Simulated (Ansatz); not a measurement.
# Y on Rh(111): change of the work function, part 3 of 3

Aim: the work function of Rh(111) at several coverages of Y (fcc site), and the dipole that each adsorbate carries.

Ansatz 0.2.0; plane-wave DFT, PBE, Ansatz PAW.

So far, work function, upper face (eV): step 2 (the clean slab) 5.17; step 3 (37 atoms, coverage 0.111 ML, cell 3x3) 2.82.

**4. Adsorbate added, k-mesh 6×6×1, coverage 0.25 ML**

System of this step: YRh16 (Y/Rh(111)). The cell holds 17 atoms: 16 Rh and 1 Y. Cell: a = 5.374 Å, b = 5.374 Å, c = 27.621 Å, α = 90.0°, β = 90.0°, γ = 60.0°. Vacuum lies along c.

Another coverage, to see how the dipoles act on each other as their distance changes.

input.yaml reads:

```yaml
crystal:
  lattice:
    - [5.374011537, -1.0e-10, 0.0]
    - [2.6870057685, 4.6540305112, 0.0]
    - [0.0, 0.0, 27.6212680179]
  atoms:
    - { symbol: Rh, position: [0.0, 0.0, 0.3258358738] }
    - { symbol: Rh, position: [0.1666666667, 0.1666666667, 0.4052649218] }
    - { symbol: Rh, position: [0.3333333333, 0.3333333333, 0.4845573361] }
    - { symbol: Rh, position: [0.0, 0.0, 0.5638340159] }
    - { symbol: Rh, position: [0.0, 0.5, 0.3258358738] }
    - { symbol: Rh, position: [0.1666666667, 0.6666666667, 0.4052649218] }
    - { symbol: Rh, position: [0.3333333333, 0.8333333333, 0.4845573361] }
    - { symbol: Rh, position: [0.0, 0.5, 0.5638340159] }
    - { symbol: Rh, position: [0.5, 0.0, 0.3258358738] }
    - { symbol: Rh, position: [0.6666666667, 0.1666666667, 0.4052649218] }
    - { symbol: Rh, position: [0.8333333333, 0.3333333333, 0.4845573361] }
    - { symbol: Rh, position: [0.5, 0.0, 0.5638340159] }
    - { symbol: Rh, position: [0.5, 0.5, 0.3258358738] }
    - { symbol: Rh, position: [0.6666666667, 0.6666666667, 0.4052649218] }
    - { symbol: Rh, position: [0.8333333333, 0.8333333333, 0.4845573361] }
    - { symbol: Rh, position: [0.5, 0.5, 0.5638340159] }
    - { symbol: "Y", position: [0.1666666667, 0.1666666667, 0.6741641262] }
kpoints:
  mp_grid: { grid: [6, 6, 1] }
hamiltonian:
  xc: pbe
scf:
  occupations: { method: fermi_dirac, width: 0.1 }
  convergence: { dr2_threshold: 1.0e-08 }
efield:
  axis: 3
  dipole_correction: true
  ramp_position: 0.97
  ramp_width: 0.06
relax:
  f_tol: 0.02
  max_steps: 60
  constraints: [{ sites: [0, 1, 4, 5, 8, 9, 12, 13] }]
output:
  dos: { projected: true, e_range: [-8, 4] }
  write_potential: true
  write_density: true
  volumetric_format: npy
  elf: true
```

Run with:

```bash
$ ansatz run input.yaml --threads 4 --pin off --max-ram 16384MiB --backend cpu --events-out ev --progress --plain --runs-dir out
```

The program printed:

```text
[...]
Crystal: 17 atoms, lattice volume = 690.830 Å³
Basis set: ecut = 420 eV, 13419 PW (Γ), exchange–correlation on 72×72×384 points (8 copies of the dense FFT grid, shifted against one another)
Bands: 170, of which v1, the nominal top of the filled ones, is band 142 counted from 1 (141 counted from 0)
Symmetry: 6 space group operations
[...]
k-points: 7 of 36 (time reversal used)
[...]
SCF iter   1: F=—  HF=-106288.173523 eV  |F-HF|=—  |Δ(HF+E_count)|=         —  Δρ=3.61e-3  dr2=1.94e-1  ethr=1.77e-3  p=0.255 e·Å  D=6.68e-2 V/Å  ΔV_dip=-1.85 eV  dr2_dipole=9.47e-3  V_vac-E_F(+/−)=3.14/4.99 eV  ⟨swp⟩=8.1  Hψ=4915  notcnv=0  defer=3
[...]
SCF iter  12: F=-106288.189383 eV  HF=-106288.189383 eV  |F-HF|=7.79e-9  |Δ(HF+E_count)|=   2.91e-9  Δρ=3.66e-7  dr2=1.92e-9  ethr=3.53e-12  p=0.271 e·Å  D=7.09e-2 V/Å  ΔV_dip=-1.96 eV  dr2_dipole=2.13e-10  V_vac-E_F(+/−)=3.22/5.18 eV  ⟨swp⟩=13.9  Hψ=8382  notcnv=0
SCF 1 converged in 12 iterations: F = -106288.189383 eV  dr2 = 1.92e-9
[...]
relax step   1: F+E_penalty+E_count = -106288.18938272 eV  Δ(F+E_penalty+E_count) = +0.000e0 eV  max|allowed force component| = 2.722e0 eV/Å  Δτ_max = 0.0000 Å  (12 SCF iters, accepted)
[...]
SCF iter  11: F=-106288.872940 eV  HF=-106288.872940 eV  |F-HF|=4.01e-8  |Δ(HF+E_count)|=   3.12e-7  Δρ=8.61e-7  dr2=8.87e-9  ethr=1.00e-12  p=0.287 e·Å  D=7.53e-2 V/Å  ΔV_dip=-2.08 eV  dr2_dipole=1.64e-10  V_vac-E_F(+/−)=3.10/5.18 eV  ⟨swp⟩=14.7  Hψ=8784  notcnv=0
SCF 2 converged in 11 iterations: F = -106288.872940 eV  dr2 = 8.87e-9
[...]
relax step   2: F+E_penalty+E_count = -106288.87294013 eV  Δ(F+E_penalty+E_count) = -6.836e-1 eV  max|allowed force component| = 2.984e0 eV/Å  Δτ_max = 0.1984 Å  (11 SCF iters, accepted)
[...]
SCF iter  12: F=-106289.559174 eV  HF=-106289.559174 eV  |F-HF|=1.32e-8  |Δ(HF+E_count)|=   3.84e-8  Δρ=3.55e-7  dr2=2.46e-9  ethr=1.00e-12  p=0.316 e·Å  D=8.28e-2 V/Å  ΔV_dip=-2.29 eV  dr2_dipole=6.82e-12  V_vac-E_F(+/−)=2.88/5.17 eV  ⟨swp⟩=14.0  Hψ=8016  notcnv=0
SCF 3 converged in 12 iterations: F = -106289.559174 eV  dr2 = 2.46e-9
relax step   3: F+E_penalty+E_count = -106289.55917413 eV  Δ(F+E_penalty+E_count) = -6.862e-1 eV  max|allowed force component| = 2.877e0 eV/Å  Δτ_max = 0.1948 Å  (12 SCF iters, accepted)
[...]
relax step   4: F+E_penalty+E_count = -106290.10913991 eV  Δ(F+E_penalty+E_count) = -5.500e-1 eV  max|allowed force component| = 2.113e0 eV/Å  Δτ_max = 0.1950 Å  (12 SCF iters, accepted)
[...]
relax step   5: F+E_penalty+E_count = -106290.40747819 eV  Δ(F+E_penalty+E_count) = -2.983e-1 eV  max|allowed force component| = 5.532e-1 eV/Å  Δτ_max = 0.1975 Å  (12 SCF iters, accepted)
[...]
relax step   6: F+E_penalty+E_count = -106290.48052661 eV  Δ(F+E_penalty+E_count) = -7.305e-2 eV  max|allowed force component| = 2.817e-1 eV/Å  Δτ_max = 0.1994 Å  (12 SCF iters, accepted)
[...]
relax step   7: F+E_penalty+E_count = -106290.50218664 eV  Δ(F+E_penalty+E_count) = -2.166e-2 eV  max|allowed force component| = 8.423e-2 eV/Å  Δτ_max = 0.0902 Å  (11 SCF iters, accepted)
[...]
relax step   8: F+E_penalty+E_count = -106290.50433948 eV  Δ(F+E_penalty+E_count) = -2.153e-3 eV  max|allowed force component| = 3.892e-2 eV/Å  Δτ_max = 0.0462 Å  (10 SCF iters, accepted)
SCF iter   1: F=—  HF=-106290.502969 eV  |F-HF|=—  |Δ(HF+E_count)|=         —  Δρ=2.86e-4  dr2=5.19e-4  ethr=1.61e-6  p=0.404 e·Å  D=1.06e-1 V/Å  ΔV_dip=-2.92 eV  dr2_dipole=5.25e-5  V_vac-E_F(+/−)=2.24/5.16 eV  ⟨swp⟩=2.0  Hψ=1986  notcnv=0  defer=2
[...]
SCF iter   7: F=-106290.504491 eV  HF=-106290.504491 eV  |F-HF|=1.97e-8  |Δ(HF+E_count)|=   1.13e-7  Δρ=8.49e-7  dr2=7.80e-9  ethr=3.53e-12  p=0.404 e·Å  D=1.06e-1 V/Å  ΔV_dip=-2.92 eV  dr2_dipole=3.04e-10  V_vac-E_F(+/−)=2.23/5.16 eV  ⟨swp⟩=11.0  Hψ=9601  notcnv=0
SCF 9 converged in 7 iterations: F = -106290.504491 eV  dr2 = 7.80e-9
relax step   9: F+E_penalty+E_count = -106290.50449124 eV  Δ(F+E_penalty+E_count) = -1.518e-4 eV  max|allowed force component| = 7.735e-3 eV/Å  Δτ_max = 0.0051 Å  (7 SCF iters, accepted)
[...]
SCF converged after 7 iterations
Free energy (F): -106290.504491 eV
[...]
Internal energy: -106289.629875 eV  (E = F + TS)
E sigma→0 (E₀):  -106290.067183 eV
Entropy (-TS):   -0.874617 eV (-51.448 meV/atom)
Fermi energy:    5.289035 eV
Dipole field:    D = 0.105791 V/Å  (p = 0.403886 e·Å, saw-weighted, corrected)
Work function:   Φ+ = 2.2342 eV   Φ− = 5.1563 eV
[...]
--- Forces (eV/Å), atoms counted from 1 ---
  atom   1  Rh     0.03600886     0.02078972     0.06996976
  atom   2  Rh     0.00000000    -0.00000000     0.13883912
  atom   3  Rh     0.00058109     0.00033549     0.00030623
  atom   4  Rh     0.00227942     0.00131602     0.00277788
  atom   5  Rh    -0.00000000    -0.04157945     0.06996976
  atom   6  Rh     0.16618494    -0.09594692    -0.16491510
  atom   7  Rh    -0.00000000    -0.00067099     0.00030623
  atom   8  Rh    -0.00000000    -0.00263204     0.00277788
  atom   9  Rh    -0.03600886     0.02078972     0.06996976
  atom  10  Rh     0.00000000     0.19189384    -0.16491510
  atom  11  Rh    -0.00058109     0.00033549     0.00030623
  atom  12  Rh    -0.00227942     0.00131602     0.00277788
  atom  13  Rh    -0.00000000     0.00000000     0.14629405
  atom  14  Rh    -0.16618494    -0.09594692    -0.16491510
  atom  15  Rh    -0.00000000     0.00000000    -0.00773547
  atom  16  Rh     0.00000000    -0.00000000     0.00073029
  atom  17  Y      0.00000000    -0.00000000    -0.00250502
  max |Σ_I F_I| component: 3.93e-5 eV/Å
--- Band table (eV; the first three rows and the last of 7) ---
  k-point 0: bands = [... 138 lower, 5.6978, 5.6978, 5.7794, 5.9241, 5.9241, 5.9355, 6.0792, 6.1011, ... 24 higher]
  k-point 1: bands = [... 138 lower, 5.4988, 5.5276, 5.5765, 5.6537, 5.6783, 5.6798, 5.7425, 5.8632, ... 24 higher]
  k-point 2: bands = [... 138 lower, 5.0344, 5.0891, 5.1023, 5.2225, 5.2536, 5.3130, 5.3404, 5.3472, ... 24 higher]
  k-point 6: bands = [... 138 lower, 4.9702, 5.0088, 5.0508, 5.0858, 5.3146, 5.3254, 5.4122, 5.4336, ... 24 higher]
--- Relaxed structure (9 steps of the walk, 9 accepted, 0 SCFs on fresh bases) ---
  F+E_penalty+E_count = -106290.50449124 eV   max|allowed force component| = 7.735e-3 eV/Å
  atoms:
    - { symbol: Rh, position: [-1.795949e-17, -1.795949e-17, 0.325836] }
    - { symbol: Rh, position: [0.166667, 0.166667, 0.405265] }
    - { symbol: Rh, position: [0.334029, 0.334029, 0.485791] }
    - { symbol: Rh, position: [-0.00448002, -0.00448002, 0.565014] }
    - { symbol: Rh, position: [0.0, 0.500000, 0.325836] }
    - { symbol: Rh, position: [0.166667, 0.666667, 0.405265] }
    - { symbol: Rh, position: [0.334029, 0.831942, 0.485791] }
    - { symbol: Rh, position: [-0.00448002, 0.508960, 0.565014] }
    - { symbol: Rh, position: [0.500000, -1.795949e-17, 0.325836] }
    - { symbol: Rh, position: [0.666667, 0.166667, 0.405265] }
    - { symbol: Rh, position: [0.831942, 0.334029, 0.485791] }
    - { symbol: Rh, position: [0.508960, -0.00448002, 0.565014] }
    - { symbol: Rh, position: [0.500000, 0.500000, 0.325836] }
    - { symbol: Rh, position: [0.666667, 0.666667, 0.405265] }
    - { symbol: Rh, position: [0.833333, 0.833333, 0.482385] }
    - { symbol: Rh, position: [0.500000, 0.500000, 0.572051] }
    - { symbol: Y, position: [0.166667, 0.166667, 0.640144] }
```

Elapsed: 4.5 min, on 4 threads of Arm Neoverse V1, shared host; peak memory 2.8 GiB; 18 min of CPU time.

Step by step:

| step | energy less that of the first step (eV) | largest force component (eV/Å) |
| --- | --- | --- |
| 1 | 0.0000 | 2.7217 |
| 2 | -0.6836 | 2.9836 |
| 3 | -1.3698 | 2.8775 |
| 4 | -1.9198 | 2.1130 |
| 5 | -2.2181 | 0.5532 |
| 6 | -2.2911 | 0.2817 |
| 7 | -2.3128 | 0.0842 |
| 8 | -2.3150 | 0.0389 |
| 9 | -2.3151 | 0.0077 |

The run keeps the 6 symmetry operations that the program found, so distortions that break them were not tested.

The atoms that moved most (Å):

| atom | dx | dy | dz | length |
| --- | --- | --- | --- | --- |
| Y17 | 0.000 | 0.000 | -0.940 | 0.940 |
| Rh16 | 0.000 | 0.000 | 0.227 | 0.227 |
| Rh15 | 0.000 | 0.000 | -0.060 | 0.060 |
| Rh4 | -0.036 | -0.021 | 0.033 | 0.053 |
| Rh12 | 0.036 | -0.021 | 0.033 | 0.053 |
| Rh8 | 0.000 | 0.042 | 0.033 | 0.053 |
| Rh7 | 0.000 | -0.006 | 0.034 | 0.035 |
| Rh3 | 0.006 | 0.003 | 0.034 | 0.035 |

The relaxed structure:

```cif
data_structure
_symmetry_space_group_name_H-M 'P 1'
_symmetry_Int_Tables_number 1
_cell_length_a 5.3740
_cell_length_b 5.3740
_cell_length_c 27.6213
_cell_angle_alpha 90.000
_cell_angle_beta 90.000
_cell_angle_gamma 60.000
_cell_volume 690.83
loop_
_atom_site_label
_atom_site_type_symbol
_atom_site_fract_x
_atom_site_fract_y
_atom_site_fract_z
_atom_site_occupancy
Rh1 Rh 0.00000 0.00000 0.32584 1
Rh2 Rh 0.16667 0.16667 0.40526 1
Rh3 Rh 0.33403 0.33403 0.48579 1
Rh4 Rh 0.99552 0.99552 0.56501 1
Rh5 Rh 0.00000 0.50000 0.32584 1
Rh6 Rh 0.16667 0.66667 0.40526 1
Rh7 Rh 0.33403 0.83194 0.48579 1
Rh8 Rh 0.99552 0.50896 0.56501 1
Rh9 Rh 0.50000 0.00000 0.32584 1
Rh10 Rh 0.66667 0.16667 0.40526 1
Rh11 Rh 0.83194 0.33403 0.48579 1
Rh12 Rh 0.50896 0.99552 0.56501 1
Rh13 Rh 0.50000 0.50000 0.32584 1
Rh14 Rh 0.66667 0.66667 0.40526 1
Rh15 Rh 0.83333 0.83333 0.48238 1
Rh16 Rh 0.50000 0.50000 0.57205 1
Y17 Y 0.16667 0.16667 0.64014 1
```

Read from the output:

| Item | Value |
| --- | --- |
| energy at zero smearing | -106290.0672 eV |
| work function, upper face | 2.234 eV |
| work function, lower face | 5.156 eV |
| dipole along the normal | 0.4039 e·Å |
| step between the vacuum levels | -2.922 eV |

Running mean over 2.194 Å of the planar mean; the ramp of the sawtooth is left out. The electron's electrostatic potential energy less the Fermi level by z:

| z (Å) | electron's electrostatic potential energy less the Fermi level (eV) |
| --- | --- |
| 4 | 5.16 |
| 5 | 5.15 |
| 6 | 5.09 |
| 7 | 4.15 |
| 8 | -5.57 |
| 9 | -12.7 |
| 10 | -13.1 |
| 11 | -13.2 |
| 12 | -13.2 |
| 13 | -13.1 |
| 14 | -12.6 |
| 15 | -12.4 |
| 16 | -12.6 |
| 17 | -5.32 |
| 18 | -1.89 |
| 19 | 0.194 |
| 20 | 1.85 |
| 21 | 2.16 |
| 22 | 2.22 |
| 23 | 2.23 |
| 24 | 2.23 |

The density of states has structure finer than the step of the table below, so its rows give means over 0.25 eV. Peaks (eV: height): -4.270: 45.1, -4.060: 42.4, -3.820: 53.7, -2.770: 54.4, -2.710: 51.6, -2.380: 58.2, -1.530: 46.0.

The density of states by energy, zero at the Fermi level; means over each step:

| energy (eV) | density of states (states/eV a cell) |
| --- | --- |
| -7.75 | 0 |
| -7.50 | 0.0126 |
| -7.25 | 0.753 |
| -7.00 | 0.852 |
| -6.75 | 1.00 |
| -6.50 | 1.06 |
| -6.25 | 1.61 |
| -6.00 | 3.62 |
| -5.75 | 8.79 |
| -5.50 | 19.2 |
| -5.25 | 24.5 |
| -5.00 | 28.5 |
| -4.75 | 24.1 |
| -4.50 | 23.0 |
| -4.25 | 22.5 |
| -4.00 | 18.9 |
| -3.75 | 24.0 |
| -3.50 | 16.9 |
| -3.25 | 22.8 |
| -3.00 | 27.4 |
| -2.75 | 37.9 |
| -2.50 | 31.6 |
| -2.25 | 31.2 |
| -2.00 | 25.4 |
| -1.75 | 23.6 |
| -1.50 | 25.8 |
| -1.25 | 19.8 |
| -1.00 | 25.5 |
| -0.75 | 30.4 |
| -0.50 | 25.8 |
| -0.25 | 22.1 |
| 0.00 | 27.3 |
| 0.25 | 30.6 |
| 0.50 | 29.9 |
| 0.75 | 15.5 |
| 1.00 | 9.32 |
| 1.25 | 6.61 |
| 1.50 | 10.7 |
| 1.75 | 8.75 |

Projected DOS per atom over height of the atomic layer and energy from the Fermi level. Layers: Rh4 Rh4 Rh4 Rh4 Y from below.

Ten even steps from '0' (0.00 states/eV) to '9' (3.03 states/eV), each cell a mean:
```
10019
00116
22223
66643
54442
54452
63552
53442
63353
75562
66671
35551
34440
43440
44440
37730
15510
01100
00000
00000
00000
00000
```
Columns: height of the atomic layer (Å) from 9 to 17.7 (not evenly spaced); rows upwards: energy from the Fermi level (eV) from -7.96 to 1.95.

Valence density in the ca plane at fractional y = 0.167, with atoms of Rh and Y within 0.2 Å of it. It is the smooth field of the valence electrons, not physical close to the nuclei.

Values in units of 1e0 e/Å³, 8 rows by 16 columns, each cell a mean:
```
1.6 0.4 0.4 0.3 1.2 1.0 0.8 1.2 0.2 0.1 0.0 0.0 0.0 0.0 0.0 0.0
0.6 0.4 3.0 1.2 0.6 0.5 0.4 0.5 0.1 0.0 0.0 0.0 0.0 0.0 0.0 0.0
0.3 0.6 9.3 3.3 0.3 0.2 0.2 0.3 0.1 0.0 0.0 0.0 0.0 0.0 0.0 0.0
0.7 0.4 3.2 1.2 0.5 0.4 0.4 0.6 0.1 0.0 0.0 0.0 0.0 0.0 0.0 0.0
1.6 0.4 0.4 0.3 1.2 1.0 0.8 1.2 0.2 0.1 0.0 0.0 0.0 0.0 0.0 0.0
0.6 0.4 3.0 1.1 0.6 0.5 0.4 0.5 0.9 1.5 0.1 0.0 0.0 0.0 0.0 0.0
0.3 0.6 9.3 3.3 0.3 0.2 0.2 0.3 1.9 3.0 0.3 0.0 0.0 0.0 0.0 0.0
0.7 0.4 3.3 1.2 0.5 0.4 0.4 0.5 1.0 1.6 0.1 0.0 0.0 0.0 0.0 0.0
```
Columns run along c (16.0 Å, from fractional 0.32 to 0.90 of the cell), rows up along a (5.4 Å). Atoms in or near the plane, at fractional coordinates: Rh at (0.41, 0.17), Rh at (0.41, 0.67), Y at (0.64, 0.17).

Electrostatic potential energy in the ca plane at fractional y = 0.167, with atoms of Rh and Y within 0.2 Å of it. With pseudopotentials it is smooth inside the atoms' cores, unlike the true potential.

Values in eV, 8 rows by 16 columns, each cell a mean:
```
-21   2   2   5 -12  -9  -6 -12   4   1   6   8   8   8   8   9
 -3   2 -29  -9  -1   1   2   0   8   8   8   8   8   8   8   9
  5  -1 -53 -27   5   7   7   7   9   9   8   8   8   8   9   9
 -4   2 -31 -10   0   2   2  -1   8   8   8   8   8   8   8   9
-21   2   2   5 -12  -9  -6 -12   4   2   6   8   8   8   8   9
 -3   2 -29  -9  -1   1   3   0 -15 -27   1   7   8   8   8   9
  5  -1 -53 -27   6   7   8   5 -32 -48  -3   7   8   8   8   9
 -3   2 -31 -10   1   2   3   0 -16 -29   1   7   8   8   8   9
```
Columns run along c (16.0 Å, from fractional 0.32 to 0.90 of the cell; values clipped at the 3rd and 97th percentile), rows up along a (5.4 Å). Atoms in or near the plane, at fractional coordinates: Rh at (0.41, 0.17), Rh at (0.41, 0.67), Y at (0.64, 0.17).

ELF in the ca plane at fractional y = 0.167, with atoms of Rh and Y within 0.2 Å of it. It is the smooth field of the valence electrons, not physical close to the nuclei.

Values, 8 rows by 16 columns, each cell a mean:
```
0.40 0.24 0.24 0.23 0.34 0.31 0.29 0.35 0.24 0.14 0.10 0.17 0.08 0.01 0.00 0.00
0.27 0.24 0.47 0.32 0.26 0.24 0.22 0.26 0.28 0.15 0.11 0.09 0.03 0.01 0.00 0.00
0.27 0.27 0.72 0.46 0.26 0.21 0.22 0.28 0.26 0.20 0.12 0.06 0.02 0.00 0.00 0.00
0.27 0.24 0.49 0.33 0.25 0.23 0.23 0.27 0.28 0.16 0.11 0.09 0.03 0.01 0.00 0.00
0.40 0.24 0.24 0.23 0.34 0.30 0.29 0.35 0.24 0.13 0.10 0.17 0.07 0.01 0.00 0.00
0.26 0.24 0.47 0.32 0.26 0.24 0.22 0.26 0.45 0.72 0.21 0.22 0.14 0.03 0.00 0.00
0.27 0.27 0.72 0.46 0.26 0.21 0.21 0.28 0.60 0.71 0.31 0.22 0.17 0.03 0.00 0.00
0.27 0.24 0.49 0.33 0.25 0.23 0.22 0.27 0.46 0.74 0.22 0.22 0.15 0.03 0.00 0.00
```
Columns run along c (16.0 Å, from fractional 0.32 to 0.90 of the cell), rows up along a (5.4 Å). Atoms in or near the plane, at fractional coordinates: Rh at (0.41, 0.17), Rh at (0.41, 0.67), Y at (0.64, 0.17).

The relaxation took 9 steps and lowered the energy by 2.3 eV; the largest force on the free atoms ends at 0.0077 eV/Å.

By hand: a sheet of dipoles makes a step −p/(ε₀A) in the electron's potential. With e/ε₀ = 180.95 V·Å, p = 0.4039 e·Å and A = 25.01 Å², that is −180.95 × (0.4039) / 25.01 = -2.922 eV, and the two vacuum levels of the run differ by -2.922 eV.

The covered face has 2.23 eV, -2.93 eV against the clean one; the bare back face has moved by -0.01 eV, a measure of how thin the slab is.

**5. Work function against coverage**

This step: plane-wave DFT, PBE, Ansatz PAW; work function against coverage (Ansatz 0.2.0).

The runs are now put side by side.

This step gave:

```
work function of the clean face     : 5.167 eV
largest change of the work function : -2.933 eV
```

The work function of the covered face by coverage:

| coverage (adsorbates/nm²) | work function of the covered face (eV) |
| --- | --- |
| 0.00 | 5.17 |
| 1.78 | 2.82 |
| 4.00 | 2.23 |

The dipole per adsorbate comes from the change of the cell's dipole. Coverage, by row:

| coverage (1/nm²) | coverage (ML) | work function (eV) | change (eV) | dipole per adsorbate, positive end outwards (debye) | mean height of the added atoms over the highest substrate atom (Å) |
| --- | --- | --- | --- | --- | --- |
| 1.777 | 0.1111 | 2.819 | -2.348 | 3.512 | 2.062 |
| 3.998 | 0.25 | 2.234 | -2.933 | 1.939 | 1.881 |

**6. Summary of results**

```json
{"work function of the clean face": "5.17 eV", "work function at 0.11 ML": "2.82 eV", "work function at 0.25 ML": "2.23 eV", "dipole per adsorbate at 0.11 ML, positive end outwards": "3.51 D"}
```

In words: Y lowers the work function of Rh(111) at the lowest coverage, by 2.35 eV: the adsorbate layer has its positive end outwards. The slab has 4 layers, at the tabulated experimental lattice constant, one starting site was run, and quantum-size effects of a slab this thin can reach one or two tenths of an eV. The main runs have no spin polarisation; a magnetic state could lie lower and would change these results.

[Long decimals in the printed logs are rounded to 6 places.]

[Logs are printed without paths, hosts, clocks, repeated set-up lines and the standing remarks that a program may print on its own settings, such as how far it seeks lower states.]

[Hosts, paths, dates, database ids (printed as entryN), source tags and the programs' standing remarks are cut or masked in the printed files.]

[Maps of the electrostatic potential energy from Ansatz leave out the sawtooth potential of an applied field or a dipole correction, so their vacuum need not be flat; planar profiles and work functions include it.]

[The density of states shown here was stored with 400 of the rows of the run's finer table, so its peaks can read low, often by over a quarter, or be missed, and its means over a window can be off by a tenth or more.]
